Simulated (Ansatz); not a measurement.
**A convergence test on InSe (R3m): k mesh of the hybrid**

Aim: see how gap, energy and time of InSe (R3m) follow the k mesh of the hybrid.

Method: DFT, HSE06, plane waves, PAW, in Ansatz 0.2.0.

Most raw output is cut from this account.

The database entry behind the starting cell differs from later determinations by our own check (c about 1.5 % long), so it need not match the best structure at ambient conditions.

## Step 1: The starting structure

It takes space group R3m (No. 160, trigonal). The conventional cell has a = 4.000 Å, b = 4.000 Å, c = 25.320 Å, α = 90.00°, β = 90.00°, γ = 120.00°. Nearest to In lie 3 Se at 2.64 Å and 1 In at 2.82 Å. In has 3 Se at 2.63 Å and 1 In at 2.82 Å nearest. Se has 3 In at 2.64 Å nearest. Nearest to Se lie 3 In at 2.63 Å. Farther neighbours and most contacts between anions are not listed.

The cell and positions come from the Crystallography Open Database and are kept as given unless a step says otherwise. The default PAW set here is soft_2. Its files were made with PBE.

## Step 2: k mesh of the hybrid: 2×2×2

Input file input.yaml:

```yaml
crystal:
  lattice:
    - [2.0, 1.1547005384, 8.44]
    - [-2.0, 1.1547005384, 8.44]
    - [0.0, -2.3094010768, 8.44]
  atoms:
    - { symbol: In, position: [0.0, 0.0, 0.0] }
    - { symbol: In, position: [0.1114, 0.1114, 0.1114] }
    - { symbol: Se, position: [0.6165, 0.6165, 0.6165] }
    - { symbol: Se, position: [0.8281, 0.8281, 0.8281] }
kpoints:
  mp_grid: { grid: [2, 2, 2] }
  band_path:
    path:
      - [0.0, 0.0, 0.0]
      - [-0.5, -0.5, -0.5]
      - [-0.5, -0.17914517, -0.82085483]
      - [-0.17914517, 0.17914517, -0.5]
      - [0.0, 0.0, -0.5]
      - [0.0, 0.33957259, -0.33957259]
      - [-0.33957259, 0.0, -0.66042741]
      - [-0.5, 0.0, -0.5]
    npoints: 1
hamiltonian:
  xc: hse06
scf:
  occupations: { method: fixed }
  n_extra_bands: 5
output:
  eigenvalues: true
```

Launch:

```
ansatz run input.yaml --threads 3 --pin off --max-ram 92160MiB --backend cuda --events-out ev --progress --plain --runs-dir out --devices 1 --max-vram 13GiB
```

Run time: 26 s. Hardware: 1 × NVIDIA H100 80GB HBM3 (shared by 6 runs) with 3 threads of AMD EPYC 7R13 (Zen 3), shared host; peak memory 1.2 GiB.

This step gave:

- gap: 1.200 eV
- valence top at: T
- conduction bottom at: T
- least direct gap: 1.200 eV
- exact-exchange fraction: 0.25

The gap is direct, at (-0.500, -0.500, -0.500).

## Step 3: k mesh of the hybrid: 4×4×4

input.yaml, as its differences from that of step 2:

```diff
@@ -11,3 +11,3 @@
 kpoints:
-  mp_grid: { grid: [2, 2, 2] }
+  mp_grid: { grid: [4, 4, 4] }
   band_path:
```

It took 33 s on 1 × NVIDIA H100 80GB HBM3 (shared by 6 runs) with 3 threads; peak memory 1.6 GiB.

This step gave:

```
gap                  : 1.183 eV
valence top at       : T
conduction bottom at : T
least direct gap     : 1.183 eV
```

The gap is 1.183 eV, −0.016 eV from the run before at this level.

## Step 4: k mesh of the hybrid: 6×6×6

input.yaml, as its differences from that of step 3:

```diff
@@ -11,3 +11,3 @@
 kpoints:
-  mp_grid: { grid: [4, 4, 4] }
+  mp_grid: { grid: [6, 6, 6] }
   band_path:
@@ -30 +30,5 @@
   eigenvalues: true
+  write_density: true
+  write_potential: true
+  elf: true
+  volumetric_format: npy
```

Elapsed: 71 s, on 1 × NVIDIA H100 80GB HBM3 (shared by 6 runs) with 3 threads; peak memory 2.6 GiB.

Numbers from this step:

| Quantity | Value |
| --- | --- |
| gap | 1.181 eV |
| valence top at | T |
| conduction bottom at | T |
| least direct gap | 1.181 eV |

The gap is 1.181 eV, −0.002 eV from the run before at this level.

## Step 5: The series

Differences are against the last row; a negative gap means that bands overlap, and a run with a band path holds that path's time. Times are wall times on 1 × NVIDIA H100 80GB HBM3 (shared by 6 runs) with 3 threads of AMD EPYC 7R13 (Zen 3), shared host. The host was busy with other work, so they are no guide to cost.

| k mesh of the hybrid | gap (eV) | direct gap (eV) | gap error (eV) | energy error (meV/atom) | irreducible k | time |
| --- | --- | --- | --- | --- | --- | --- |
| 2×2×2 | 1.200 | 1.200 | +0.018 | +313.9 | 4 | 26 s |
| 4×4×4 | 1.183 | 1.183 | +0.002 | +15.3 | 13 | 33 s |
| 6×6×6 | 1.181 | 1.181 | +0.000 | +0.0 | 32 | 71 s |

## Step 6: Outcome

```yaml
2x2x2: 1.200 eV
4x4x4: 1.183 eV
6x6x6: 1.181 eV
```

**Reading.** The gap holds to 0.02 eV from 2×2×2 on, the cheapest setting tried. At 2×2×2 the gap is off by +0.018 eV and the energy by +314 meV/atom. The gap is read over the mesh and added points near the edges, so meshes differ mainly through the density and, for a hybrid, the exchange operator.

[Paths, hosts, dates, memory and timing lines, banners, echoed tables and standing remarks are left out of the program output.]

[Logs are printed without paths, hosts, clocks, repeated set-up lines and the standing remarks that a program may print on its own settings, such as how far it seeks lower states.]

[Runs of the session that timed out or met a known fault of the program may be left out.]

[Cells called generated may have been cut or substituted from an entry of the Crystallography Open Database or the Materials Project.]

[Hosts, paths, dates, database ids (printed as entryN), source tags and the programs' standing remarks are cut or masked in the printed files.]
